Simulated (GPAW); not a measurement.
# How GaSb3 absorbs and reflects light, part 2 of 2

Aim: the dielectric function of GaSb3, and the optical constants that follow from it.

GPAW 26.7.0; DFT, LDA, plane-wave PAW (GPAW data sets), scalar-relativistic, RPA, optical limit.

So far. Step 2 (Ground state): There are states at the Fermi level within the smearing, so the occupations stay smeared and the carriers get a Drude term.

### 4. Dielectric function, RPA

Local fields let the induced charge screen the field inside the cell, which as a rule lowers ε, most along directions where the density is uneven.

This step: DFT, LDA, plane-wave PAW (GPAW data sets), scalar-relativistic, RPA, optical limit (GPAW 26.7.0).

Input file df.py:

```python
from gpaw.response.df import DielectricFunction

df = DielectricFunction('full.gpw', frequencies={'type': 'nonlinear', 'domega0': 0.03, 'omega2': 8},
                        ecut=80,
                        eta=0.2,
                        nbands=73,
                        rate=0.1,
                        txt='df.txt')
for direction in ['x']:
    df.get_dielectric_function(xc='RPA', direction=direction, filename=f'df_{direction}.csv')
```

Run with:

```sh
$ OMP_NUM_THREADS=1 python df.py
```

The program printed:

```text
Using integrator: PointIntegrator
NonLinearFrequencyDescriptor(from 0.000 to 57.539 eV, 483 points)
Nonperiodic BCs:  [False False False]
Using integrator: PointIntegrator
NonLinearFrequencyDescriptor(from 0.000 to 57.539 eV, 483 points)
Nonperiodic BCs:  [False False False]
Using integrator: PointIntegrator

Calculating chi0 body with:
    Ground state adapter containing:
    Number of spins: 1
    Number of kpoints: 512
    Number of irreducible kpoints: 29
    Number of completely occupied states: 21
    Number of partially occupied states: 28

    Linear response parametrization:
    q_c: [0.0, 0.0, 0.0]
    Number of frequency points: 483
    Planewave cutoff: 80.0
    Number of bands: 73
    Number of planewaves: 169
    Broadening (eta): 0.2

Integrating chi0 body.

Symmetries of q_c:
    Direct symmetries (Uq -> q): 48
    Indirect symmetries (TUq -> q): 0
In total 48 allowed symmetries.

29 groups of equivalent kpoints. 94.3359375% reduction.

Integral kind: spectral function

Calculating chi0 optical extensions with:
    Ground state adapter containing:
    Number of spins: 1
    Number of kpoints: 512
    Number of irreducible kpoints: 29
    Number of completely occupied states: 21
    Number of partially occupied states: 28

    Linear response parametrization:
    Number of frequency points: 483
    Planewave cutoff: 80.0
    Number of bands: 73
    Number of planewaves: 169
    Broadening (eta): 0.2
Integrating chi0 head and wings.

Symmetries of q_c:
    Direct symmetries (Uq -> q): 48
    Indirect symmetries (TUq -> q): 0
In total 48 allowed symmetries.

29 groups of equivalent kpoints. 94.3359375% reduction.

Integral kind: spectral function wings

Calculating drude chi0 with:
    Number of frequency points:483
    Plasma frequency decay rate: 0.1 eV

    Ground state adapter containing:
    Number of spins: 1
    Number of kpoints: 512
    Number of irreducible kpoints: 29
    Number of completely occupied states: 21
    Number of partially occupied states: 28

Symmetries of q_c:
    Direct symmetries (Uq -> q): 48
    Indirect symmetries (TUq -> q): 0
In total 48 allowed symmetries.

29 groups of equivalent kpoints. 94.3359375% reduction.

Integral kind: intraband
Plasma frequency:
[[8.22-0.j 0.  +0.j 0.  +0.j]
 [0.  +0.j 8.22-0.j 0.  +0.j]
 [0.  +0.j 0.  +0.j 8.22-0.j]]
```

Elapsed: 52 s, on 1 thread of Arm Neoverse V1, shared host; peak memory 0.89 GiB.

Some rows of df_x.csv (energy; Re and Im without local fields; Re and Im with them):

```text
0.000000, 6891.033098, -0.000000, 6888.928043, -0.000000
0.460735, -233.979865, 204.181298, -235.146738, 202.755788
0.943989, -68.226382, 69.479534, -69.084967, 68.667784
1.451455, -39.326534, 29.651306, -39.860142, 28.618490
1.984998, -19.278120, 20.999747, -19.681001, 19.795976
2.546682, -16.913190, 12.537381, -16.937392, 11.716790
3.138794, -13.805900, 11.321892, -13.024019, 10.694389
3.763875, -10.787417, 4.278500, -10.660621, 4.187315
4.424758, -6.538803, 3.375871, -6.465517, 3.160901
5.124608, -4.710934, 3.317850, -4.598077, 3.003499
5.866977, -4.776545, 2.520469, -4.554693, 2.418409
6.655862, -3.007502, 1.442116, -2.943494, 1.355438
7.495775, -2.488184, 1.108473, -2.424778, 1.047414
8.391833, -1.493125, 0.720215, -1.505665, 0.613546
9.349861, -1.021190, 0.834519, -0.990504, 0.673438
10.376517, -0.837210, 0.615376, -0.734242, 0.484686
11.479449, -0.517710, 0.566667, -0.390999, 0.481138
12.667487, -0.437369, 0.439980, -0.229424, 0.441374
13.950874, -0.131437, 0.266335, -0.017625, 0.312308
```

Sum at mesh points, not converged in k. The Im ε, E ∥ x by photon energy; read off at these points:

| photon energy (eV) | Im ε, E ∥ x |
| --- | --- |
| 0.5 | 175 |
| 1.0 | 63.6 |
| 1.5 | 27.0 |
| 2.0 | 19.8 |
| 2.5 | 12.5 |
| 3.0 | 11.7 |
| 3.5 | 7.02 |
| 4.0 | 3.51 |
| 4.5 | 3.13 |
| 5.0 | 2.97 |
| 5.5 | 3.17 |
| 6.0 | 2.14 |
| 6.5 | 1.30 |
| 7.0 | 1.33 |
| 7.5 | 1.04 |
| 8.0 | 0.778 |
| 8.5 | 0.655 |
| 9.0 | 0.682 |
| 9.5 | 0.711 |
| 10.0 | 0.609 |
| 10.5 | 0.480 |
| 11.0 | 0.479 |
| 11.5 | 0.482 |
| 12.0 | 0.421 |
| 12.5 | 0.454 |
| 13.0 | 0.362 |
| 13.5 | 0.321 |
| 14.0 | 0.315 |
| 14.5 | 0.287 |

Values under 1 per cm are given as 1; sum at mesh points, not converged in k. Table of absorption coefficient, E ∥ x by photon energy:

| photon energy (eV) | absorption coefficient, E ∥ x (1/cm) |
| --- | --- |
| 0.492 | 7.8e5 |
| 1.010 | 9.1e5 |
| 1.486 | 9.8e5 |
| 1.985 | 9.8e5 |
| 2.508 | 1.1e6 |
| 3.018 | 1.2e6 |
| 3.510 | 1.3e6 |
| 3.980 | 1.2e6 |
| 4.516 | 1.2e6 |
| 4.981 | 1.2e6 |
| 5.515 | 1.2e6 |
| 6.021 | 1.3e6 |
| 6.494 | 1.2e6 |
| 6.985 | 1.2e6 |
| 7.496 | 1.2e6 |
| 8.026 | 1.2e6 |
| 8.516 | 1.0e6 |
| 9.023 | 1.0e6 |
| 9.483 | 1.0e6 |
| 10.026 | 1.0e6 |
| 10.519 | 9.2e5 |
| 11.029 | 8.6e5 |
| 11.479 | 8.3e5 |
| 12.023 | 8.0e5 |
| 12.504 | 7.7e5 |
| 13.000 | 7.5e5 |
| 13.512 | 6.2e5 |
| 14.040 | 5.7e5 |
| 14.493 | 5.3e5 |

Sum at mesh points, not converged in k. Im ε, E ∥ x against photon energy; read off at these points:

| photon energy (eV) | without local fields | with local fields |
| --- | --- | --- |
| 0.5 | 176 | 175 |
| 1.0 | 64.4 | 63.6 |
| 1.5 | 28.1 | 27.0 |
| 2.0 | 21.1 | 19.8 |
| 2.5 | 13.3 | 12.5 |
| 3.0 | 12.7 | 11.7 |
| 3.5 | 6.96 | 7.02 |
| 4.0 | 3.67 | 3.51 |
| 4.5 | 3.34 | 3.13 |
| 5.0 | 3.27 | 2.97 |
| 5.5 | 3.48 | 3.17 |
| 6.0 | 2.23 | 2.14 |
| 6.5 | 1.36 | 1.30 |
| 7.0 | 1.41 | 1.33 |
| 7.5 | 1.10 | 1.04 |
| 8.0 | 0.845 | 0.778 |
| 8.5 | 0.788 | 0.655 |
| 9.0 | 0.808 | 0.682 |
| 9.5 | 0.884 | 0.711 |
| 10.0 | 0.761 | 0.609 |
| 10.5 | 0.609 | 0.480 |
| 11.0 | 0.583 | 0.479 |
| 11.5 | 0.568 | 0.482 |
| 12.0 | 0.511 | 0.421 |
| 12.5 | 0.494 | 0.454 |
| 13.0 | 0.313 | 0.362 |
| 13.5 | 0.308 | 0.321 |
| 14.0 | 0.266 | 0.315 |
| 14.5 | 0.241 | 0.287 |

Sum at mesh points, not converged in k. Table of reflectivity at normal incidence, E ∥ x by photon energy; read off at these points:

photon energy (eV), reflectivity at normal incidence, E ∥ x (%) and a bar from the least value:
```
     0.50       91.9 ##############################
     1.00       85.7 ###########################
     1.50       83.6 ##########################
     2.00       75.2 #######################
     2.50       78.2 ########################
     3.00       71.7 #####################
     3.50       79.4 ########################
     3.68       81.8 ##########################
     4.00       79.5 #########################
     4.50       73.1 ######################
     5.00       67.8 ###################
     5.50       61.4 #################
     6.00       70.5 #####################
     6.39       74.3 ######################
     6.50       73.2 ######################
     7.00       68.0 ###################
     7.50       69.4 ####################
     8.00       70.7 #####################
     8.15       72.2 #####################
     8.50       65.0 ##################
     9.00       60.2 ################
     9.50       53.1 #############
    10.00       53.7 #############
    10.50       53.3 #############
    11.00       46.1 ##########
    11.50       40.8 ########
    12.00       41.5 ########
    12.50       33.6 ####
    13.00       38.0 ######
    13.50       30.9 ###
    14.00       25.5 #
    14.50       23.6
```

Sum at mesh points, not converged in k. Table of loss function −Im 1/ε at q → 0, E ∥ x by energy loss; read off at these points:

| energy loss (eV) | loss function −Im 1/ε at q → 0, E ∥ x |
| --- | --- |
| 0.5 | 0.00241 |
| 1.0 | 0.00752 |
| 1.5 | 0.0128 |
| 2.0 | 0.0256 |
| 2.5 | 0.0260 |
| 3.0 | 0.0390 |
| 3.5 | 0.0306 |
| 4.0 | 0.0408 |
| 4.5 | 0.0660 |
| 5.0 | 0.0907 |
| 5.5 | 0.119 |
| 6.0 | 0.0931 |
| 6.5 | 0.104 |
| 7.0 | 0.141 |
| 7.5 | 0.150 |
| 8.0 | 0.168 |
| 8.5 | 0.275 |
| 9.0 | 0.349 |
| 9.5 | 0.484 |
| 10.0 | 0.542 |
| 10.5 | 0.708 |
| 11.0 | 1.01 |
| 11.5 | 1.26 |
| 12.0 | 1.45 |
| 12.5 | 1.76 |
| 13.0 | 2.03 |
| 13.5 | 2.91 |
| 14.0 | 3.17 |
| 14.5 | 3.45 |

Optical constants at common wavelengths, from n + ik = √ε:

| wavelength (nm) | n | k | R (%) | 1/α |
| --- | --- | --- | --- | --- |
| 1550 | 3.87 | 10.175 | 87.8 | 12 nm |
| 1064 | 2.93 | 8.053 | 85.4 | 11 nm |
| 800 | 2.05 | 6.266 | 83.1 | 10 nm |
| 532 | 1.76 | 4.806 | 77.1 | 8.8 nm |
| 450 | 1.46 | 3.895 | 72.5 | 9.2 nm |
| 405 | 1.46 | 3.888 | 72.4 | 8.3 nm |
| 308 | 0.59 | 2.958 | 79.1 | 8.3 nm |

A polished face would reflect 76 % of daylight and look light grey (CIE x = 0.313, y = 0.334 under D65).

### 5. Summary of results

At this level (LDA, RPA) GaSb3 is a metal. The mesh is too coarse to trust the carriers' weight, the reflectivity or the colour to better than tens of per cent. A polished face would reflect 76 % of daylight and look light grey (CIE x = 0.313, y = 0.334 under D65). The carriers' damping of 0.1 eV is typed, not computed; it shapes the response at the lowest energies. Spin-orbit coupling is left out although heavy atoms are present. GPAW's carrier term has the form −ωp²/(ω + i·rate)², which damps like twice the rate and fails at low energy, so the curves leave the lowest energies out. The sum runs over mesh points 0.18 Å⁻¹ apart with no interpolation, so peaks are partly noise of the mesh, and the Drude plasma energy, a sum over the Fermi surface, isn't converged.

[Machine, clock and banner lines and Python warnings are left out of the logs.]

[Logs are printed without paths, hosts, clocks, repeated set-up lines and the standing remarks that a program may print on its own settings, such as how far it seeks lower states.]

[Hosts, paths, dates, database ids (printed as entryN), source tags and the programs' standing remarks are cut or masked in the printed files.]
